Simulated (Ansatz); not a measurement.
## How Ir(110) screens a field

Where does the screening charge of Ir(110) sit?

Program: Ansatz 0.2.0. Level of theory: plane-wave DFT, PBE, Ansatz PAW. Values are calculated unless marked as measured.

The raw output is cut from this account; settings, times and results stay.

In doubt: too few empty bands were carried (step 11), so the values of those runs are not to be relied on.

**1. The starting structure**

The cell holds 7 atoms: 7 Ir. Cell: a = 3.840 Å, b = 2.715 Å, c = 26.146 Å, α = 90.0°, β = 90.0°, γ = 90.0°. Vacuum lies along c.

**2. Single point, field 0**

A sawtooth potential applies the field, turning back in the middle of the vacuum. With the dipole correction the typed value is the field outside the slab. The induced dipole is small, so the SCF threshold is tight.

input.yaml reads:

```yaml
crystal:
  lattice:
    - [3.84, 0.0, 0.0]
    - [0.0, 2.7152900398, 0.0]
    - [0.0, 0.0, 26.1458701193]
  atoms:
    - { symbol: Ir, position: [0.0, 0.0, 0.3442226233] }
    - { symbol: Ir, position: [0.5, 0.5, 0.3961484155] }
    - { symbol: Ir, position: [0.0, 0.0, 0.4480742078] }
    - { symbol: Ir, position: [0.5, 0.5, 0.5] }
    - { symbol: Ir, position: [0.0, 0.0, 0.5519257922] }
    - { symbol: Ir, position: [0.5, 0.5, 0.6038515845] }
    - { symbol: Ir, position: [0.0, 0.0, 0.6557773767] }
kpoints:
  mp_grid: { grid: [14, 18, 1] }
hamiltonian:
  xc: pbe
scf:
  occupations: { method: fermi_dirac, width: 0.1 }
  convergence: { dr2_threshold: 1.0e-10 }
efield:
  axis: 3
  dipole_correction: true
  ramp_position: 0.97
  ramp_width: 0.06
  amplitude: 0
output:
  forces: true
  write_potential: true
  write_density: true
  volumetric_format: npy
```

Launch:

```bash
$ ansatz run input.yaml --threads 4 --pin off --max-ram 6144MiB --backend cpu --events-out ev --progress --plain --runs-dir out
```

The job ended after 38 s (4 threads of Intel Xeon Platinum 8488C (Sapphire Rapids), shared host; peak memory 1.4 GiB; 2.4 min of CPU time).

Numbers from this step:

- energy at zero smearing: -83543.2059 eV
- work function, upper face: 5.031 eV
- dipole along the normal: 2.75e-8 e·Å

Running mean over 1.358 Å of the planar mean; the ramp of the sawtooth is left out. The electron's electrostatic potential energy less the Fermi level by z:

```tsv
z (Å)	electron's electrostatic potential energy less the Fermi level (eV)
4	5.03
5	5.03
6	5.00
7	4.65
8	-0.306
9	-11.2
10	-13.2
11	-13.5
12	-13.5
13	-13.5
14	-13.5
15	-13.5
16	-13.2
17	-11.9
18	-2.03
19	4.47
20	4.99
21	5.03
22	5.03
23	5.03
```

Force by atom:

```tsv
atom	x (eV/Å)	y (eV/Å)	z (eV/Å)	size
Ir1	0.00	0.00	1.10	1.10
Ir2	0.00	0.00	-1.07	1.07
Ir3	0.00	0.00	-0.11	0.11
Ir4	0.00	0.00	0.00	0.00
Ir5	0.00	0.00	0.11	0.11
Ir6	0.00	0.00	1.07	1.07
Ir7	0.00	0.00	-1.10	1.10
```

The work function of the upper face is 5.03 eV.

**3. Atoms held, field 0.05 V/Å**

Changes to input.yaml since step 2:

```diff
@@ -25,3 +25,3 @@
   ramp_width: 0.06
-  amplitude: 0
+  amplitude: 0.05
 output:
```

Wall time 42 s (4 threads); peak memory 1.4 GiB.

The dipole is 0.0326 e·Å.

**4. Single point, field -0.05 V/Å**

Changes to input.yaml since step 3:

```diff
@@ -25,3 +25,3 @@
   ramp_width: 0.06
-  amplitude: 0.05
+  amplitude: -0.05
 output:
```

It took 41 s on 4 threads; peak memory 1.4 GiB.

The dipole is -0.0326 e·Å.

**5. Single point, field 0.1 V/Å**

Changes to input.yaml since step 4:

```diff
@@ -25,3 +25,3 @@
   ramp_width: 0.06
-  amplitude: -0.05
+  amplitude: 0.1
 output:
```

Run time: 42 s. Hardware: 4 threads; peak memory 1.4 GiB; 2.7 min of CPU time.

The dipole is 0.0651 e·Å.

**6. Single point, field -0.1 V/Å**

Changes to input.yaml since step 5:

```diff
@@ -25,3 +25,3 @@
   ramp_width: 0.06
-  amplitude: 0.1
+  amplitude: -0.1
 output:
```

The job ended after 40 s (4 threads; peak memory 1.4 GiB).

The dipole is -0.0651 e·Å.

**7. Single point, field 0.2 V/Å**

Changes to input.yaml since step 6:

```diff
@@ -25,3 +25,3 @@
   ramp_width: 0.06
-  amplitude: -0.1
+  amplitude: 0.2
 output:
```

Elapsed: 43 s, on 4 threads; peak memory 1.4 GiB.

The dipole is 0.130 e·Å.

**8. Atoms held, field -0.2 V/Å**

Changes to input.yaml since step 7:

```diff
@@ -25,3 +25,3 @@
   ramp_width: 0.06
-  amplitude: 0.2
+  amplitude: -0.2
 output:
```

The job ended after 43 s (4 threads; peak memory 1.4 GiB).

The dipole is -0.130 e·Å.

**9. Atoms held, field 0.4 V/Å**

Changes to input.yaml since step 8:

```diff
@@ -25,3 +25,3 @@
   ramp_width: 0.06
-  amplitude: -0.2
+  amplitude: 0.4
 output:
@@ -31 +31,2 @@
   volumetric_format: npy
+  elf: true
```

Wall time 38 s (4 threads); peak memory 1.4 GiB; 2.5 min of CPU time.

Running mean over 1.358 Å of the planar mean, with the applied field; the ramp of the sawtooth is left out. The electron's electrostatic potential energy less the Fermi level by z:

```tsv
z (Å)	electron's electrostatic potential energy less the Fermi level (eV)
3.5	3.48
4.0	3.68
4.5	3.88
5.0	4.08
5.5	4.27
6.0	4.44
6.5	4.55
7.0	4.44
7.5	3.45
8.0	-0.325
8.5	-6.50
9.0	-11.2
9.5	-12.7
10.0	-13.2
10.5	-13.4
11.0	-13.5
11.5	-13.5
12.0	-13.5
12.5	-13.5
13.0	-13.5
13.5	-13.5
14.0	-13.5
14.5	-13.5
15.0	-13.5
15.5	-13.5
16.0	-13.2
16.5	-12.9
17.0	-11.9
17.5	-8.18
18.0	-2.01
18.5	2.85
19.0	4.66
19.5	5.24
20.0	5.53
20.5	5.75
21.0	5.96
21.5	6.16
22.0	6.36
22.5	6.56
23.0	6.76
```

The dipole is 0.261 e·Å.

**10. The response**

This step: plane-wave DFT, PBE, Ansatz PAW; screening of a field by a metal slab (Ansatz 0.2.0).

The dipoles give the slope, and the difference of two potentials shows where the field is screened.

This step gave:

| Item | Value |
| --- | --- |
| equivalent conductor thickness p/(ε₀AE) | 11.30 Å |
| distance between the outer atoms | 8.146 Å |
| inner field over outer field | -0.007024 |
| image plane, upper face | 1.492 Å |
| induced electrons on the upper face over ε₀E | -1.015 |
| image plane, lower face | 1.492 Å |
| induced electrons on the lower face over ε₀E | 1.015 |

The dipole of the cell by applied field:

```tsv
applied field (V/Å)	dipole of the cell (e·Å)
-0.200	-0.130
-0.100	-0.0651
-0.050	-0.0326
0.000	0
0.050	0.0326
0.100	0.0651
0.200	0.130
0.400	0.261
```

Local field over the applied field, running mean. From the potentials at -0.05 and 0.05 V/Å; running mean over 1.358 Å. The local field over applied field by z:

```tsv
z (Å)	local field over applied field
4.5	0.998
5.0	0.994
5.5	0.983
6.0	0.957
6.5	0.893
7.0	0.756
7.5	0.514
8.0	0.228
8.5	0.0365
9.0	-0.0176
9.5	-0.00411
10.0	0.00696
10.5	0.00487
11.0	0.00387
11.5	0.00106
12.0	0.00199
12.5	-0.00520
13.0	-0.00848
13.5	-0.00649
14.0	3.2e-4
14.5	0.00165
15.0	0.00298
15.5	0.00404
16.0	0.00748
16.5	-5.6e-4
17.0	-0.0144
17.5	0.00671
18.0	0.159
18.5	0.428
19.0	0.697
19.5	0.863
20.0	0.943
20.5	0.978
21.0	0.992
21.5	0.997
22.0	0.999
```

The induced electron density oscillates, so the rows of the table below give means over 1 Å (shorter at the two ends). Its distinct maxima (Å: e/Å³ per V/Å): 7.8: 0.00433, 16.8: 5.6e-4. Distinct minima: 9.3: -5.6e-4, 18.3: -0.00433.

Electrons, planar mean, per unit field. Table of induced electron density by z; means over each step:

z (Å), induced electron density (e/Å³ per V/Å) and a bar from the least value:
```
        5    0.00006 ##############
        6    0.00040 ################
        7    0.00201 ########################
        8    0.00325 ##############################
        9   -0.00022 ############
       10   -0.00005 #############
       11    0.00001 ##############
       12    0.00006 ##############
       13    0.00003 ##############
       14   -0.00009 #############
       15    0.00001 ##############
       16    0.00001 ##############
       17    0.00023 ###############
       18   -0.00268 
       19   -0.00242 #
       20   -0.00052 ###########
       21   -0.00008 #############
       22   -0.00001 ##############
```

By hand: between -0.05 and 0.05 V/Å the dipole changes by 0.06512 e·Å, a slope of 0.6512 e·Å²/V. A perfect conductor of thickness t has p = ε₀AEt, so t = 180.95 × 0.6512 / 10.427 = 11.30 Å (e/ε₀ = 180.95 V·Å, A in Å²). Less the 8.15 Å between the outer atoms, and halved, that puts each image plane 1.58 Å out.

The induced dipole is that of a conductor 11.30 Å thick.

**11. Varying the input**

This step: plane-wave DFT, PBE, Ansatz PAW (Ansatz 0.2.0).

A run with a changed input: it repeats the earlier run at 0.05 V/Å with scf.n_extra_bands to 4, scf.mixing.algorithm to broyden, scf.mixing.beta to 0.7 and scf.mixing.ndim to 8.

Changes to input.yaml since step 9:

```diff
@@ -20,2 +20,4 @@
   convergence: { dr2_threshold: 1.0e-10 }
+  n_extra_bands: 4
+  mixing: { algorithm: broyden, beta: 0.7, ndim: 8 }
 efield:
@@ -25,3 +27,3 @@
   ramp_width: 0.06
-  amplitude: 0.4
+  amplitude: 0.05
 output:
@@ -31,2 +33 @@
   volumetric_format: npy
-  elf: true
```

Run time: 32 s. Hardware: 4 threads; peak memory 1.3 GiB.

```tsv
quantity	this run	earlier run	difference
dipole along the normal (e·Å)	0.03256	0.03256	1.8e-7
```

The dipole moves by under 0.5 % or 5e-5 e·Å.

The change did no harm here.

**12. The same run with other settings**

An input spoilt on purpose, to show how the run answers: it repeats the earlier run at 0.05 V/Å with efield.amplitude from 0.05 to 1.5, and scf.max_iter set to 75.

Changes to input.yaml since step 11:

```diff
@@ -20,4 +20,3 @@
   convergence: { dr2_threshold: 1.0e-10 }
-  n_extra_bands: 4
-  mixing: { algorithm: broyden, beta: 0.7, ndim: 8 }
+  max_iter: 75
 efield:
@@ -27,3 +26,3 @@
   ramp_width: 0.06
-  amplitude: 0.05
+  amplitude: 1.5
 output:
```

Run time: 41 s. Hardware: 4 threads; peak memory 1.4 GiB.

```tsv
quantity	this run	earlier run	difference
dipole along the normal (e·Å)	0.9852	0.03256	0.95
```

The applied field differs between the two, so the dipoles differ in any case.

In so strong a field the program warns of density in the ramp of the sawtooth; these numbers are not the system's.

**13. What came out**

- work function: 5.03 eV
- image plane, upper face: 1.49 Å
- induced electrons on the upper face over ε₀E: -1.02
- equivalent conductor thickness p/(ε₀AE): 11.3 Å
- inner field over outer field: -0.00702

**Reading.** The induced charge has its centre 1.49 Å outside the outermost atoms; this is the plane from which a capacitor's gap or an image potential counts. The equivalent conductor thickness exceeds the distance between the outer atoms by 3.16 Å, about the sum of the two image-plane distances. In the middle of the slab the field is screened to under 2 % of its outer value. The atoms are held at bulk positions with the tabulated experimental lattice constant.

[Long decimals in the printed logs are rounded to 6 places.]

[Logs are printed without paths, hosts, clocks, repeated set-up lines and the standing remarks that a program may print on its own settings, such as how far it seeks lower states.]

[Hosts, paths, dates, database ids (printed as entryN), source tags and the programs' standing remarks are cut or masked in the printed files.]

[Maps of the electrostatic potential energy from Ansatz leave out the sawtooth potential of an applied field or a dipole correction, so their vacuum need not be flat; planar profiles and work functions include it.]
